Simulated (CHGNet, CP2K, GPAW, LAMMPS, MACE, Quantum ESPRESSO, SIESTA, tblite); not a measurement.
**Glassy 45P2O5-55ZnO (mol %) (85 atoms) in tblite**

Wanted: tblite inputs and outputs for glassy 45P2O5-55ZnO (mol %) (85 atoms), checked against a plane-wave reference.

Program: tblite 0.8.0. Level of theory: the method is named at each step. Results are calculated unless marked as measured.

## 1. Set-up

The cell holds 85 atoms: 18 P, 11 Zn and 56 O. Cell: a = 10.498 Å, b = 10.498 Å, c = 10.498 Å, α = 90.0°, β = 90.0°, γ = 90.0°. 85 atoms (18 P, 11 Zn, 56 O) placed at random at 3.06 g/cm³, melted at 4000 K for 10 ps at fixed volume with the Morse and Coulomb pair potential with partial charges (Pedone, Malavasi, Menziani, Cormack and Segre, J. Phys. Chem. B 110, 11780 (2006)). Quenched from 4000 K to 300 K at 500 K/ps and fixed volume, held 10 ps at zero pressure, then minimised at fixed cell.

The yardstick, on the same geometry:

| Item | Value |
| --- | --- |
| method | Kohn-Sham DFT, PBE, SSSP efficiency 1.3.0 pseudopotentials, plane waves (Quantum ESPRESSO 7.5); sssp-pbe-1.3.0-efficiency, cutoffs 60/480 Ry, Γ point |
| r.m.s. force component | 1.139 eV/Å |
| longest force | 4.854 eV/Å |
| pressure | 2.275 GPa |
| gap (highest filled to lowest empty level) | 1.682 eV |
| time | 4.1 min on 4 MPI ranks of Arm Neoverse V1, shared host |
| CPU time | 16 min |

## 2. GFN1-xTB

Method: GFN1-xTB tight binding, diagonalisation.

Input file run.py:

```python
import numpy as np
from ase.io import read
from tblite.ase import TBLite

atoms = read("structure.xyz")
atoms.calc = TBLite(method="GFN1-xTB", electronic_temperature=580, accuracy=1.0, max_iterations=250, mixer_damping=0.4, verbosity=1)
energy = atoms.get_potential_energy()
forces = atoms.get_forces()
print(f"energy {energy:.6f} eV")
print("forces (eV/A)")
for i, (a, f) in enumerate(zip(atoms, forces)):
    print(f"{i:4d} {a.symbol:2s} {f[0]:10.5f} {f[1]:10.5f} {f[2]:10.5f}")
stress = -atoms.get_stress(voigt=False) * 160.21766
print("stress (GPa, compression positive)")
for row in stress:
    print(" ".join(f"{x:10.4f}" for x in row))
print("charges (e)")
print(np.array2string(atoms.get_charges(), precision=4, suppress_small=True, max_line_width=110, threshold=100000))
```

Input file structure.xyz:

```xyz
85
Lattice="10.49771 0.00000 0.00000 0.00000 10.49771 0.00000 0.00000 0.00000 10.49771" Properties=species:S:1:pos:R:3 pbc="T T T"
P 3.00675 4.87965 10.33919
P 9.98542 2.05902 7.37328
P 7.18085 7.11293 1.94029
P 5.47057 6.61650 9.83803
P 8.74858 8.76884 8.70166
P 0.96075 1.70640 2.66316
P 5.37630 8.75026 7.57956
P 6.72683 4.12780 2.40020
P 4.49648 1.72519 5.50038
P 4.70612 10.29437 1.42748
P 1.26088 8.10045 9.16755
P 3.87219 4.69374 4.94379
P 1.75480 4.67757 2.67545
P 9.33992 10.01670 5.89331
P 4.27981 2.07456 10.05166
P 9.02026 3.47159 0.39125
P 9.35031 5.58898 5.38543
P 2.29050 9.58598 3.26615
Zn 0.16849 7.37212 1.73296
Zn 1.44721 7.74290 5.84701
Zn 6.55928 6.89437 4.95418
Zn 7.93795 5.38847 8.39806
Zn 1.39735 5.00090 7.29864
Zn 1.41530 0.81662 9.88443
Zn 6.72168 1.42769 8.04093
Zn 8.76979 2.57026 4.25693
Zn 2.74169 0.20638 7.66270
Zn 7.78888 0.42810 0.66597
Zn 6.53598 9.97314 3.85707
O 8.85734 1.97493 0.24974
O 6.97205 5.66813 2.50528
O 10.25910 3.80689 1.17606
O 8.60802 7.36225 1.55041
O 3.62780 9.83069 2.44775
O 5.50059 1.90880 6.60925
O 1.51199 3.14385 2.95311
O 6.14022 0.06698 1.87006
O 4.21378 3.16653 4.92668
O 5.96553 8.10728 6.33946
O 8.53978 6.65618 4.64986
O 5.31992 3.93003 1.96433
O 0.22549 3.30699 6.99662
O 1.27873 1.36995 1.22498
O 6.18011 5.42291 9.26055
O 7.76232 3.81812 1.27957
O 6.58238 8.06529 2.94986
O 4.71662 9.27798 0.33950
O 3.75451 3.50959 10.22351
O 8.44079 5.26870 6.56422
O 2.41983 4.81656 1.27022
O 3.15992 1.26676 6.04899
O 5.70960 1.97693 9.63333
O 8.96641 4.32768 9.65926
O 8.01763 7.46398 8.61201
O 2.90031 4.91881 3.73634
O 9.85347 0.98217 6.18032
[... 25 atom lines left out ...]
O 7.10737 3.26174 3.56145
O 4.07878 6.01183 10.24566
O 10.23201 8.38337 8.96651
O 10.04242 1.59901 3.14753
```

The run is started by

```sh
OMP_NUM_THREADS=1 python run.py > output.txt
```

The program printed:

```text
------------------------------------------------------------
  cycle        total energy    energy error   density error
------------------------------------------------------------
      1     -300.9574325153  -3.0215938E+02   1.0714082E+00
      2     -292.7824678531   8.1749647E+00   9.3868687E-01
      3     -296.1890549884  -3.4065871E+00   6.3833781E-01
      4     -322.7698504592  -2.6580795E+01   1.3910280E-01
      5     -321.9731881523   7.9666231E-01   1.0301150E-01
      6     -323.0836334909  -1.1104453E+00   2.7677103E-02
      7     -323.0648062115   1.8827279E-02   2.7195425E-02
      8     -323.0968509907  -3.2044779E-02   1.7361134E-02
      9     -323.1106097896  -1.3758799E-02   7.2900392E-03
     10     -323.1132648335  -2.6550439E-03   3.4884041E-03
     11     -323.1140830329  -8.1819938E-04   1.1438339E-03
     12     -323.1141360973  -5.3064433E-05   3.5638346E-04
     13     -323.1141468647  -1.0767394E-05   1.4215052E-04
     14     -323.1141480608  -1.1960777E-06   7.1653268E-05
     15     -323.1141481386  -7.7830236E-08   5.5068970E-05
     16     -323.1141483288  -1.9020615E-07   2.0136377E-05
     17     -323.1141483482  -1.9376273E-08   8.3299388E-06
------------------------------------------------------------
 total:                                   4.006 sec
energy -8792.383821 eV
forces (eV/A)
   0 P    -1.48716   -0.30027   -2.34131
   1 P    -0.24021    0.39963    1.59721
   2 P     1.19582    0.51826    1.52813
   3 P     3.05987   -2.19138   -1.70099
   4 P    -1.42404   -1.52383    1.03655
   5 P    -2.19845   -1.87744   -2.50650
   6 P     0.91897    3.52260   -2.13339
   7 P    -2.83322   -2.64887   -1.19122
   8 P     0.58144   -2.26454    1.60138
   9 P     1.69647   -2.86170   -3.47827
  10 P     0.71759    0.12981    0.19742
  11 P     1.69561    0.65792    2.36859
  12 P    -1.62515    1.01837    1.20626
  13 P     0.89099   -0.50405   -0.73381
  14 P     1.40444   -2.80869   -1.86630
  15 P     2.23426    1.10560    0.72107
  16 P    -1.91198   -0.43638   -0.01220
  17 P    -1.30036   -1.92717   -0.16528
  18 Zn    0.15045    0.11728   -0.37954
  19 Zn   -0.45962    0.06358    0.22764
  20 Zn    0.61399   -0.03079    0.32595
  21 Zn    0.48140   -0.24461   -0.21448
  22 Zn   -0.22111   -0.12786   -0.65458
  23 Zn   -0.36933    0.04429   -0.06566
[...]
77 O     0.54207   -0.86797   -0.58938
  78 O     0.05050   -0.61769    0.51440
  79 O     0.84391   -0.61532    1.19961
  80 O     0.30901   -0.24846   -0.97673
  81 O     0.52863   -0.27304    1.24150
  82 O    -1.54322    0.42593    1.05624
  83 O    -0.72044    0.05951    0.10538
  84 O     0.30081    0.18546    0.00537
stress (GPa, compression positive)
    3.7809    -1.0300     0.0462
   -1.0300     4.2780     0.2534
    0.0462     0.2534     5.5225
charges (e)
[ 0.5631  0.548   0.5516  0.5628  0.551   0.5611  0.5493  0.5448  0.5479  0.5508  0.543   0.5491  0.5664
  0.5476  0.5565  0.5442  0.5461  0.5535  0.7177  0.7031  0.6995  0.6854  0.7127  0.722   0.7008  0.7014
  0.7178  0.6901  0.6941 -0.3657 -0.2164 -0.4404 -0.3185 -0.1988 -0.401  -0.1568 -0.3416 -0.213  -0.364
 -0.4038 -0.4266 -0.3481 -0.3495 -0.3465 -0.2714 -0.3446 -0.4104 -0.1688 -0.402  -0.1428 -0.3868 -0.3202
 -0.3686 -0.3689 -0.203  -0.259  -0.3553 -0.164  -0.346  -0.3673 -0.3664 -0.3565 -0.2845 -0.3243 -0.2124
 -0.3631 -0.3836 -0.2206 -0.3325 -0.3386 -0.3705 -0.3666 -0.3648 -0.3614 -0.2196 -0.1742 -0.2706 -0.3836
 -0.3682 -0.3864 -0.3762 -0.3428 -0.1553 -0.2586 -0.3303]
```

Run time: 4.7 s. Hardware: 1 thread of Arm Neoverse V1, shared host; peak memory 0.12 GiB.

Banners, paths, timers and routine set-up lines are dropped from the logs unmarked, and long logs keep their key lines alone; longer cuts are marked.

Compared with the plane-wave run:

```yaml
r_m_s_force_component: 1.046 eV/Å
r_m_s_difference_of_force_components: 502.3 meV/Å
longest_difference_of_force_vectors: 2134 meV/Å
force_difference_over_r_m_s_force: 44.08 %
slope_of_forces_against_the_reference_s: 0.8243
correlation_of_force_components: 0.8978
pressure: 4.527 GPa
pressure_difference: 2.252 GPa
```

Length of the force difference by element (eV/Å):

```tsv
element	atoms	mean	most
O	56	0.65	1.7
P	18	1.2	2.1
Zn	11	0.55	1.1
```

The surroundings of P10, which bears the longest force, nearest first, numbered as they follow in the input and with coordinates relative to it.

```tsv
atom	x	y	z	distance (Å)	bonds	Mulliken charge (e)	Fx	Fy	Fz (eV/Å)
P10	0.00	0.00	0.00	0.00	4	0.55	1.70	-2.86	-3.48
O47	0.01	-1.02	-1.09	1.49	1	-0.41	-0.32	0.08	0.42
O37	1.43	0.27	0.44	1.52	3	-0.34	0.70	0.38	1.56
O34	-1.08	-0.46	1.02	1.56	2	-0.20	0.08	0.07	1.29
O75	-0.48	1.36	-0.59	1.57	2	-0.22	-1.42	1.95	1.56
P15	-0.43	2.28	-1.87	2.98	4	0.56	1.40	-2.81	-1.87
Zn29	1.83	-0.32	2.43	3.06	4	0.69	-0.39	0.54	0.14
P18	-2.42	-0.71	1.84	3.12	4	0.55	-1.30	-1.93	-0.17
O81	0.36	0.96	3.05	3.22	2	-0.38	0.31	-0.25	-0.98
Zn28	3.08	0.63	-0.76	3.24	3	0.69	0.18	0.61	-0.62
O46	1.88	-2.23	1.52	3.29	3	-0.34	-0.04	-0.07	-0.29
O52	1.00	2.18	-2.29	3.32	2	-0.32	0.04	0.91	-0.33
```

Atoms are counted from 1 here, from 0 in the log.

Forces lie 44 % from the reference's, at 0.0048 times its CPU time (on 1 against 4 cores).

## 3. Summary of results

```
force difference from the reference : tblite GFN1-xTB, 44 %
its CPU time                        : 4.7 s
```

**Reading.** Tight binding differs by 44 % (tblite GFN1-xTB); it is another model, with fitted parameters of its own, and the xTB methods hold dispersion. One electronic-structure run takes under half the reference's CPU time: tblite GFN1-xTB, at 44 % in 4.7 s against 16 min; its pressure misses by +2.3 GPa. Periodic xTB results under one method name differ between programs and library versions. The reference's pressure holds the uncorrected Pulay stress of its 60 Ry basis, so small pressure differences, and their order, may be the reference's own error. In our tests on small cells the SSSP efficiency potentials stood apart from two norm-conserving sets, for C–F bonds most and for P–O bonds less, so differences between them and other runs here needn't be the other run's error. The quench rate of 500 K/ps is many orders above laboratory rates, so the cell is likely richer in defects and strain than a real sample. The network of bonds at the start is that of the classical potential that made the cell, and needn't be the one that DFT or experiment would give. The reference's pressure of 2.3 GPa belongs to a cell and atoms that aren't relaxed at this level. The electronic-structure runs sample only Γ, in a cell whose shortest periodic width is 10 Å.

[Also dropped from logs without a mark: logging warnings of Python, and SIESTA's first energy breakdown and zero terms.]

[Logs are printed without paths, hosts, clocks, repeated set-up lines and the standing remarks that a program may print on its own settings, such as how far it seeks lower states.]

[Hosts, paths, dates, database ids (printed as entryN), source tags and the programs' standing remarks are cut or masked in the printed files.]
